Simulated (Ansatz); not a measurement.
## Decaying states in the gap of BaPbBr4

Aim: relax a made-up compound, BaPbBr4, and see how good a tunnel barrier it would be. It is built by putting Br for I, Pb for Sr in the BaSrI4 structure of space group R-3m, with the volume rescaled by atomic radii. The parent structure comes from the Materials Project.

Calculated with Ansatz 0.2.0; PBE DFT, plane waves, PAW files, in the first sound run; inputs show where later runs differ.

The structure was built from a prototype and need not be the compound's stable phase.

### Step 1. The starting structure

Symmetry: R-3m, No. 166, trigonal system. Conventional cell: a = 5.418 Å, b = 5.418 Å, c = 25.929 Å, α = 90.00°, β = 90.00°, γ = 120.00°. Nearest to Ba lie 8 Br at 3.33 to 3.35 Å. Nearest to Pb lie 8 Br at 3.18 to 3.28 Å. Br has 1 Pb at 3.18 Å and 3 Ba at 3.33 Å nearest. Nearest to Br lie 3 Pb at 3.28 Å and 1 Ba at 3.35 Å. It derives from BaSrI4. Br for I, Pb for Sr in the BaSrI4 structure of space group R-3m. Farther neighbours and most contacts between anions are not listed.

### Step 2. Cell and atoms at rest

The substituted atoms don't fit the parent's cell, so cell and atoms relax together. A small smearing keeps the run stable in case the gap closes on the way.

File input.yaml:

```yaml
crystal:
  lattice:
    - [2.7090788244, 1.5640873885, 8.643008058]
    - [-2.7090788244, 1.5640873885, 8.643008058]
    - [0.0, -3.1281747771, 8.643008058]
  atoms:
    - { symbol: Ba, position: [0.0, 0.0, 0.0] }
    - { symbol: Pb, position: [0.5, 0.5, 0.5] }
    - { symbol: Br, position: [0.622801, 0.622801, 0.622801] }
    - { symbol: Br, position: [0.870903, 0.870903, 0.870903] }
    - { symbol: Br, position: [0.129097, 0.129097, 0.129097] }
    - { symbol: Br, position: [0.377199, 0.377199, 0.377199] }
kpoints:
  mp_grid: { grid: [6, 6, 6] }
scf:
  occupations: { method: gaussian, width: 0.03 }
hamiltonian:
  xc: pbe
output:
  forces: true
  stress: true
relax:
  f_tol: 0.02
  max_steps: 60
  cell: {}
```

Launch:

```bash
ansatz run input.yaml --threads 2 --pin off --max-ram 4096MiB --backend cpu --events-out ev --progress --plain --runs-dir out
```

Numbers of over 12 decimals in the logs are rounded to 6 here.

The log of the run:

```text
basis.fft_grid_basis auto: the FFT boxes are laid along the combinations [[1, 0, -1], [0, 1, -1], [0, 0, 1]] of the cell's own vectors, 5.418, 5.418 and 9.192 Å long. The dense box has 40×40×64 points. Along the cell's own vectors, as sized, it would have 64×64×64, 2.56 times as many. Of the 12 symmetry operations that the crystal satisfies within crystal.symmetry.tolerance (time reversal apart; of a slab, those that [...]
Engine: ansatz 0.2.0, aarch64-unknown-linux-gnu
Pseudopotentials: kind: paw
Pseudopotential: Ba, paw, valence charge 10, recommended cutoff 420 eV (normal), Ba.paw.azcp
Pseudopotential: Pb, paw, valence charge 14, recommended cutoff 420 eV (normal), Pb.paw.azcp
Pseudopotential: Br, paw, valence charge 7, recommended cutoff 420 eV (normal), Br.paw.azcp
Functional definition: PBE
  parameter kappa = 0.804
  parameter beta = 0.066725
  exchange = pbe_x(kappa = kappa, mu = beta*pi^2/3)
  correlation = pbe_c(beta = beta)
Crystal: 6 atoms, lattice volume = 219.735 Å³
Basis set: ecut = 420 eV, 4241 PW (Γ), FFT grids on a1−a3, a2−a3, a3, exchange–correlation on 80×80×128 points (8 copies of the dense FFT grid, shifted against one another)
Bands: 32, of which v1, the nominal top of the filled ones, is band 26 counted from 1 (25 counted from 0)
Symmetry: 12 space group operations
Space group: R-3m (ITA 166), of the structure as read, at distance tolerance 6.0e-5 Å
k-points: 32 of 216
Non-local potential: Ba, projectors of the file, l = 0: 3, l = 1: 2, l = 2: 2, l = 3: 2
Non-local potential: Pb, projectors of the file, l = 0: 2, l = 1: 2, l = 2: 2, l = 3: 2
Non-local potential: Br, projectors of the file, l = 0: 2, l = 1: 2, l = 2: 2
PAW form: soft (Blöchl's): semilocal exchange-correlation on the pseudo side does not see the compensation charge
PAW one-centre angular grid: Ba, 194 points (default); XC on 64 Gauss nodes
PAW one-centre angular grid: Pb, 590 points (default); XC on 64 Gauss nodes
PAW one-centre angular grid: Br, 110 points (default); XC on 64 Gauss nodes
Initial density: superposition of atomic densities (neutral atoms: chi_scale 0, normalization atom), corrected by the library's trained network
Initial wavefunctions: pseudopotential atomic-orbital guess
Functional: x = pbe(κ = 0.804, μ = 0.219515), c = pbe(β = 0.066725)
SCF iter   1: F=—  HF=-28998.119012 eV  |F-HF|=—  |Δ(HF+E_count)|=         —  Δρ=5.24e-4  dr2=5.61e-4  ethr=1.77e-3  ⟨swp⟩=11.8  Hψ=5947  notcnv=0
preconditioner: auto → Resta (q_TF=auto, 2.146 Å⁻¹)  ε∞=3.1  [insulator: Δε(μ)=3.373 eV  Ē_g=12.273 eV  σ=0.030 eV  W_gap=1.00  n_scr=28 (ndim 8)  ℏωp=17.7 eV  f_vac=0.096  D(μ)=0.00/eV (n_scr^D=0)  ε∞_Penn≈3.1]
SCF iter   2: F=—  HF=-28998.120102 eV  |F-HF|=—  |Δ(HF+E_count)|=   1.09e-3  Δρ=3.49e-4  dr2=4.00e-4  ethr=1.08e-6  ⟨swp⟩=3.1  Hψ=2789  notcnv=0  defer=25
SCF iter   3: F=—  HF=-28998.120250 eV  |F-HF|=—  |Δ(HF+E_count)|=   1.49e-4  Δρ=1.32e-4  dr2=5.19e-5  ethr=7.69e-7  ⟨swp⟩=2.0  Hψ=1467  notcnv=0  defer=25
SCF iter   4: F=—  HF=-28998.120413 eV  |F-HF|=—  |Δ(HF+E_count)|=   1.63e-4  Δρ=3.54e-5  dr2=7.31e-6  ethr=9.98e-8  ⟨swp⟩=2.1  Hψ=1512  notcnv=0  defer=25
SCF iter   5: F=—  HF=-28998.120421 eV  |F-HF|=—  |Δ(HF+E_count)|=   7.68e-6  Δρ=2.35e-5  dr2=3.16e-6  ethr=1.41e-8  ⟨swp⟩=2.0  Hψ=1336  notcnv=0  defer=25
SCF iter   6: F=—  HF=-28998.120421 eV  |F-HF|=—  |Δ(HF+E_count)|=   1.23e-7  Δρ=7.76e-6  dr2=5.10e-7  ethr=6.07e-9  ⟨swp⟩=2.0  Hψ=1326  notcnv=0  defer=25
SCF iter   7: F=-28998.120421 eV  HF=-28998.120421 eV  |F-HF|=4.81e-8  |Δ(HF+E_count)|=   1.00e-7  Δρ=3.02e-6  dr2=6.24e-8  ethr=1.92e-10  ⟨swp⟩=3.3  Hψ=4276  notcnv=0
SCF 1 converged in 7 iterations: F = -28998.120421 eV  dr2 = 6.24e-8
  greatest PAW one-centre occupation: 0.982 electrons in one spin orbital (limit 2), on the Pb atom at site 1 (counted from 0), in its partial waves of l = 2
relax step   1: F+E_penalty+E_count = -28998.12042073 eV  Δ(F+E_penalty+E_count) = +0.000e0 eV  max|allowed force component| = 6.256e-2 eV/Å  Δτ_max = 0.0000 Å  P = -0.121 GPa  Ω = 219.735 Å³  (7 SCF iters, dr2 threshold 1.00e-7 eV, accepted)
Crystal: 6 atoms, lattice volume = 218.978 Å³
Basis set: ecut = 420 eV, 4235 PW (Γ), FFT grids on a1−a3, a2−a3, a3, exchange–correlation on 80×80×128 points (8 copies of the dense FFT grid, shifted against one another)
Initial density: handed on by an earlier stage of this run
Initial wavefunctions: those handed on with the density
iter 1 solved again at ethr=6.45e-7 eV; its pass at ethr=3.10e-3 eV (dr2=3.35e-4 eV) is discarded
SCF iter   1: F=—  HF=-28998.122690 eV  |F-HF|=—  |Δ(HF+E_count)|=         —  Δρ=2.89e-4  dr2=2.50e-4  ethr=6.45e-7  ⟨swp⟩=3.0  Hψ=6442  notcnv=0
preconditioner: auto → Resta (q_TF=auto, 2.147 Å⁻¹)  ε∞=3.1  [insulator: Δε(μ)=3.392 eV  Ē_g=12.291 eV  σ=0.030 eV  W_gap=1.00  n_scr=28 (ndim 8)  ℏωp=17.7 eV  f_vac=0.094  D(μ)=0.00/eV (n_scr^D=0)  ε∞_Penn≈3.1]
SCF iter   2: F=—  HF=-28998.122655 eV  |F-HF|=—  |Δ(HF+E_count)|=   3.46e-5  Δρ=1.57e-4  dr2=6.97e-5  ethr=4.81e-7  ⟨swp⟩=1.0  Hψ=1025  notcnv=0
SCF iter   3: F=—  HF=-28998.122714 eV  |F-HF|=—  |Δ(HF+E_count)|=   5.88e-5  Δρ=2.08e-5  dr2=1.07e-6  ethr=1.34e-7  ⟨swp⟩=2.0  Hψ=1408  notcnv=0
SCF iter   4: F=-28998.122715 eV  HF=-28998.122715 eV  |F-HF|=1.41e-7  |Δ(HF+E_count)|=   9.67e-7  Δρ=5.55e-6  dr2=1.20e-7  ethr=4.70e-10  ⟨swp⟩=5.0  Hψ=4122  notcnv=0
SCF 2 converged in 4 iterations: F = -28998.122715 eV  dr2 = 1.20e-7
relax step   2: F+E_penalty+E_count = -28998.12271525 eV  Δ(F+E_penalty+E_count) = -2.295e-3 eV  max|allowed force component| = 5.636e-3 eV/Å  Δτ_max = 0.0209 Å  P = -0.023 GPa  Ω = 218.978 Å³  energy of the carried Pulay correction = +4.733e-5 eV  (4 SCF iters, dr2 threshold 2.45e-7 eV, accepted)
Crystal: 6 atoms, lattice volume = 218.758 Å³
Basis set: ecut = 420 eV, 4223 PW (Γ), FFT grids on a1−a3, a2−a3, a3, exchange–correlation on 80×80×128 points (8 copies of the dense FFT grid, shifted against one another)
iter 1 solved again at ethr=9.46e-8 eV; its pass at ethr=3.10e-3 eV (dr2=4.92e-5 eV) is discarded
SCF iter   1: F=—  HF=-28998.122935 eV  |F-HF|=—  |Δ(HF+E_count)|=         —  Δρ=9.23e-5  dr2=3.16e-5  ethr=9.46e-8  ⟨swp⟩=3.0  Hψ=6232  notcnv=0
preconditioner: auto → Resta (q_TF=auto, 2.147 Å⁻¹)  ε∞=3.1  [insulator: Δε(μ)=3.391 eV  Ē_g=12.292 eV  σ=0.030 eV  W_gap=1.00  n_scr=28 (ndim 8)  ℏωp=17.8 eV  f_vac=0.094  D(μ)=0.00/eV (n_scr^D=0)  ε∞_Penn≈3.1]
SCF iter   2: F=—  HF=-28998.122930 eV  |F-HF|=—  |Δ(HF+E_count)|=   4.62e-6  Δρ=4.74e-5  dr2=7.42e-6  ethr=6.08e-8  ⟨swp⟩=2.4  Hψ=1398  notcnv=0
SCF iter   3: F=—  HF=-28998.122997 eV  |F-HF|=—  |Δ(HF+E_count)|=   6.61e-5  Δρ=1.08e-5  dr2=4.37e-7  ethr=1.43e-8  ⟨swp⟩=2.1  Hψ=1447  notcnv=0
SCF iter   4: F=—  HF=-28998.122997 eV  |F-HF|=—  |Δ(HF+E_count)|=   2.97e-7  Δρ=2.16e-6  dr2=1.90e-8  ethr=8.41e-10  ⟨swp⟩=2.0  Hψ=1483  notcnv=0
SCF iter   5: F=-28998.122997 eV  HF=-28998.122997 eV  |F-HF|=2.20e-9  |Δ(HF+E_count)|=   2.08e-8  Δρ=6.74e-7  dr2=1.79e-9  ethr=1.59e-11  ⟨swp⟩=5.0  Hψ=3951  notcnv=0
SCF 3 converged in 5 iterations: F = -28998.122997 eV  dr2 = 1.79e-9
relax step   3: F+E_penalty+E_count = -28998.12299692 eV  Δ(F+E_penalty+E_count) = -2.817e-4 eV  max|allowed force component| = 4.728e-3 eV/Å  Δτ_max = 0.0040 Å  P = +0.005 GPa  Ω = 218.758 Å³  energy of the carried Pulay correction = +6.112e-5 eV  (5 SCF iters, dr2 threshold 8.29e-9 eV, accepted)
[...]
relax step   4: F+E_penalty+E_count = -28998.12329023 eV  Δ(F+E_penalty+E_count) = -2.933e-4 eV  max|allowed force component| = 6.797e-3 eV/Å  Δτ_max = 0.0071 Å  P = +0.021 GPa  Ω = 218.630 Å³  energy of the carried Pulay correction = +6.912e-5 eV  (5 SCF iters, dr2 threshold 1.08e-8 eV, accepted)
Initial wavefunctions: pseudopotential atomic-orbital guess (no wavefunctions were taken with the density)
iter 1 solved again at ethr=7.29e-7 eV; its pass at ethr=3.10e-3 eV (dr2=3.79e-4 eV) is discarded
SCF iter   1: F=—  HF=-28998.123153 eV  |F-HF|=—  |Δ(HF+E_count)|=         —  Δρ=7.64e-6  dr2=2.02e-8  ethr=7.29e-7  ⟨swp⟩=3.5  Hψ=8924  notcnv=0
eigensolver tolerance schedule: the retry pair's looser diagonalisation over-reported the residual by 18773.61 of it (diagonalisation noise at an unbounded share of the residual, at the tolerance the schedule requests for it); recorded, not acted on — ethr = c·dr2/N_el stays at c = 1.0e-1
preconditioner: auto → Resta (q_TF=auto, 2.148 Å⁻¹)  ε∞=3.1  [insulator: Δε(μ)=3.373 eV  Ē_g=12.296 eV  σ=0.030 eV  W_gap=1.00  n_scr=28 (ndim 8)  ℏωp=17.8 eV  f_vac=0.094  D(μ)=0.00/eV (n_scr^D=0)  ε∞_Penn≈3.1]
SCF iter   2: F=—  HF=-28998.123218 eV  |F-HF|=—  |Δ(HF+E_count)|=   6.54e-5  Δρ=3.94e-6  dr2=5.10e-9  ethr=3.89e-11  ⟨swp⟩=4.1  Hψ=3048  notcnv=0
SCF iter   3: F=—  HF=-28998.123219 eV  |F-HF|=—  |Δ(HF+E_count)|=   2.78e-7  Δρ=8.29e-7  dr2=5.36e-10  ethr=9.80e-12  ⟨swp⟩=2.1  Hψ=1824  notcnv=0
SCF iter   4: F=—  HF=-28998.123219 eV  |F-HF|=—  |Δ(HF+E_count)|=   8.87e-9  Δρ=1.39e-7  dr2=6.40e-11  ethr=1.03e-12  ⟨swp⟩=2.0  Hψ=1430  notcnv=0
SCF iter   5: F=-28998.123219 eV  HF=-28998.123219 eV  |F-HF|=3.64e-12  |Δ(HF+E_count)|=  1.13e-10  Δρ=3.35e-8  dr2=5.30e-12  ethr=1.00e-12  ⟨swp⟩=5.0  Hψ=3690  notcnv=0
SCF 5 converged in 5 iterations: F = -28998.123219 eV  dr2 = 5.30e-12
relax step   5: F+E_penalty+E_count = -28998.12321868 eV  Δ(F+E_penalty+E_count) = +7.155e-5 eV  max|allowed force component| = 6.808e-3 eV/Å  Δτ_max = 0.0000 Å  P = +0.021 GPa  Ω = 218.630 Å³  stress off target by 4.38e-2 GPa  SCF on the basis re-selected at this cell (its energy is not comparable with the rows above)  (5 SCF iters)
basis re-selected at this cell: Δ(F+E_penalty+E_count) = +7.155e-5 eV, ΔP = +0.000 GPa vs the last step (what re-selecting the basis moved, of the pressure what is left beyond the Pulay correction that the steps carried, after the strain that the cell walked since its last selection, with what the two solves' SCF thresholds leave and, on support functions, any second-order correction that the steps lacked; it is no m [...]
SCF converged after 5 iterations
Free energy (F): -28998.123219 eV
Harris-Foulkes:  -28998.123219 eV  (|F-HF|=3.64e-12)
Internal energy: -28998.123219 eV  (E = F + TS)
E sigma→0 (E₀):  -28998.123219 eV
Fermi energy:    4.907311 eV
--- Per-component energies (eV) ---
  E_band       = -256.672410
  E_kinetic    = 986.747195
  E_local      = -2749.680207  (includes V_loc(G=0)·N_el)
  E_nonlocal   = 687.834304
  E_hartree    = 956.201489
  E_xc         = -1447.694379
  E_vxc        = -682.960301  (∫ρ·V_xc dr)
  E_paw        = -24614.512594  (= ΣΔE_a)
  E_vpaw       = -411.016364  (= ΣTr[D̂ρ^β])
  E_aug_tail   = 0.000044  (compensation charges beyond the density's cutoff)
  E_ewald      = -2817.019070
  E_smearing   = -0.000000  (= −TS)
  E_closure    = 0.000000  (closes the sum)
  Σ components = -28998.123219   (vs F -28998.123219, Δ=0.00e0)
--- Forces (eV/Å), atoms counted from 1 ---
  atom   1  Ba    -0.00000000     0.00000000     0.00000000
  atom   2  Pb    -0.00000000     0.00000000     0.00000000
  atom   3  Br     0.00000000    -0.00000000     0.00680834
  atom   4  Br    -0.00000000     0.00000000    -0.00083646
  atom   5  Br     0.00000000    -0.00000000     0.00083646
  atom   6  Br    -0.00000000     0.00000000    -0.00680834
  max |Σ_I F_I| component: 8.67e-19 eV/Å
--- Stress (GPa, compression-positive) ---
        0.009761       0.000000      -0.000000
        0.000000       0.009761      -0.000000
       -0.000000      -0.000000       0.043781
  P = ⅓ Tr σ = 0.0211 GPa (0.211 kbar)
--- Relaxed structure (4 steps of the walk, 4 accepted, 1 SCFs on fresh bases) ---
  F+E_penalty+E_count = -28998.12321868 eV   max|allowed force component| = 6.808e-3 eV/Å   (the final SCF, on the basis selected at the relaxed cell)
  cell:  # Å, volume = 218.6305 Å³
    - [2.693736, 1.555229, 8.697809]
    - [-2.693736, 1.555229, 8.697809]
    - [0, -3.110459, 8.697809]
  atoms:
    - { symbol: Ba, position: [0, 0, 0] }
    - { symbol: Pb, position: [0.500000, 0.500000, 0.500000] }
    - { symbol: Br, position: [0.621635, 0.621635, 0.621635] }
    - { symbol: Br, position: [0.870950, 0.870950, 0.870950] }
    - { symbol: Br, position: [0.129050, 0.129050, 0.129050] }
    - { symbol: Br, position: [0.378365, 0.378365, 0.378365] }
```

Wall time 24 s (2 threads of Arm Neoverse V2, shared host); peak memory 0.59 GiB; 48 s of CPU time.

Step by step:

```
step  energy less that of the first step (eV)  largest force component (eV/Å)  pressure (GPa)  volume (Å³)
   1                                   0.0000                          0.0626           -0.12       219.73
   2                                  -0.0023                          0.0056           -0.02       218.98
   3                                  -0.0026                          0.0047            0.01       218.76
   4                                  -0.0029                          0.0068            0.02       218.63
  5*                                  -0.0028                          0.0068            0.02       218.63
```

Relaxation steps marked * repeat the geometry before them on a plane-wave basis chosen anew for their cell, so energy and pressure can jump there.

The run keeps the 12 symmetry operations that it works with, so distortions that break them were not tested.

```
conventional cell, symmetrised  before   after  change
                         a (Å)   5.418   5.387  -0.6 %
                         b (Å)   5.418   5.387  -0.6 %
                         c (Å)  25.929  26.093  +0.6 %
              volume (Å³/atom)   36.62   36.44  -0.5 %
```

The atoms that moved most (Å, as changes of fractional coordinates times the final cell):

```
atom     dx     dy      dz  length
 Br6  0.000  0.000   0.030   0.030
 Br3  0.000  0.000  -0.030   0.030
```

Final coordinates:

```xyz
6
Lattice="2.6937 1.5552 8.6978 -2.6937 1.5552 8.6978 0.0000 -3.1105 8.6978" Properties=species:S:1:pos:R:3 pbc="T T T"
Ba    0.0000    0.0000    0.0000
Pb    0.0000    0.0000   13.0467
Br    0.0000    0.0000   16.2206
Br    0.0000    0.0000   22.7261
Br    0.0000    0.0000    3.3674
Br    0.0000    0.0000    9.8728
```

This step gave:

```yaml
free_energy: -28998.1232 eV
fermi_energy: 4.907 eV
pressure: 0.02110 GPa
```

The largest force component on a free atom ends at 0.0068 eV/Å.

### Step 3. Band edges

The energy window and the wavevectors of the next steps follow from the band edges, so these are searched first, off the mesh as well.

File input.yaml:

```yaml
crystal:
  lattice:
    - [2.6937364596, 1.55522947, 8.6978086583]
    - [-2.6937364596, 1.55522947, 8.6978086583]
    - [0.0, -3.1104589401, 8.6978086583]
  atoms:
    - { symbol: Ba, position: [0.0, 0.0, 0.0] }
    - { symbol: Pb, position: [0.5, 0.5, 0.5] }
    - { symbol: Br, position: [0.6216354708, 0.6216354708, 0.6216354708] }
    - { symbol: Br, position: [0.8709501755, 0.8709501755, 0.8709501755] }
    - { symbol: Br, position: [0.1290498245, 0.1290498245, 0.1290498245] }
    - { symbol: Br, position: [0.3783645292, 0.3783645292, 0.3783645292] }
kpoints:
  mp_grid: { grid: [6, 6, 6] }
  band_path: { path: [VBM, CBM], npoints: 30 }
scf:
  occupations: { method: fixed }
hamiltonian:
  xc: pbe
output:
  eigenvalues: true
  write_potential: true
  write_density: true
  volumetric_format: npy
```

The log of the run:

```text
[...]
Crystal: 6 atoms, lattice volume = 218.630 Å³
Basis set: ecut = 420 eV, 4247 PW (Γ), FFT grids on a1−a2, a2, −a2+a3
Bands: 32, of which v1, the nominal top of the filled ones, is band 26 counted from 1 (25 counted from 0)
Symmetry: 12 space group operations
[...]
k-points: 32 of 216
[...]
SCF iter   1: F=—  HF=-28998.123699 eV  |F-HF|=—  |Δ(HF+E_count)|=         —  Δρ=5.34e-4  dr2=7.42e-4  ethr=1.77e-3  ⟨swp⟩=5.2  Hψ=4313  notcnv=0  defer=101
[...]
SCF iter   7: F=-28998.123537 eV  HF=-28998.123537 eV  |F-HF|=3.82e-8  |Δ(HF+E_count)|=   9.15e-8  Δρ=2.59e-6  dr2=4.60e-8  ethr=1.92e-10  ⟨swp⟩=12.4  Hψ=5758  notcnv=0
SCF 1 converged in 7 iterations: F = -28998.123537 eV  dr2 = 4.60e-8
[...]
NSCF: frozen V_eff on 32 k-points
[...]
SCF converged after 7 iterations
Free energy (F): -28998.123537 eV
[...]
Internal energy: -28998.123537 eV  (E = F + TS)
E sigma→0 (E₀):  -28998.123537 eV
Fermi energy:    3.220544 eV
[...]
--- Band table (eV; the first three rows and the last of 32) ---
  k-point 0: bands = [... 22 lower, 2.4758, 2.6918, 2.6918, 2.8049, 6.9636, 6.9636, 7.1719, 8.3336, ... 2 higher]
  k-point 1: bands = [... 22 lower, 2.6398, 2.7041, 2.7342, 2.8713, 6.8479, 7.1346, 7.1698, 8.4165, ... 2 higher]
  k-point 2: bands = [... 22 lower, 2.5447, 2.8398, 2.9437, 3.1133, 6.7986, 7.2960, 7.5620, 8.4735, ... 2 higher]
  k-point 31: bands = [... 22 lower, 2.3779, 2.5046, 2.5046, 3.0048, 6.5937, 6.8531, 6.8531, 8.5077, ... 2 higher]
```

Wall time 19 s (2 threads); peak memory 0.54 GiB; 37 s of CPU time.

Reading the cycles: dr2 is the Hartree energy of the density residual (eV), the measure of convergence; HF is the Harris–Foulkes estimate of the energy, which meets the free energy F at convergence.

This step gave:

- free energy: -28998.1235 eV
- Fermi energy: 3.221 eV
- gap on the k-mesh: 3.373 eV
- gap on path: 3.373 eV, by band count; negative where bands overlap
- direct gap on path: 3.549 eV
- edge places on path: 0, 0.6840 1/A along the path

The electronic bands at the labelled points (eV, zero at the Fermi level (highest filled level under fixed occupations); v1 is the highest filled band, c1 the lowest empty one):

```
  point     v4     v3     v2     v1    c1    c2    c3    c4
    VBM  -0.47  -0.25  -0.19   0.00  3.55  4.70  4.73  5.04
halfway  -0.58  -0.42  -0.41  -0.32  3.52  3.90  4.11  5.25
    CBM  -0.84  -0.72  -0.72  -0.22  3.37  3.63  3.63  5.29
```

The searched edges give 3.37 eV, as on the mesh.

[end of part 1 of 3]

[Logs are printed without paths, hosts, clocks, repeated set-up lines and the standing remarks that a program may print on its own settings, such as how far it seeks lower states.]

[Hosts, paths, dates, database ids (printed as entryN), source tags and the programs' standing remarks are cut or masked in the printed files.]
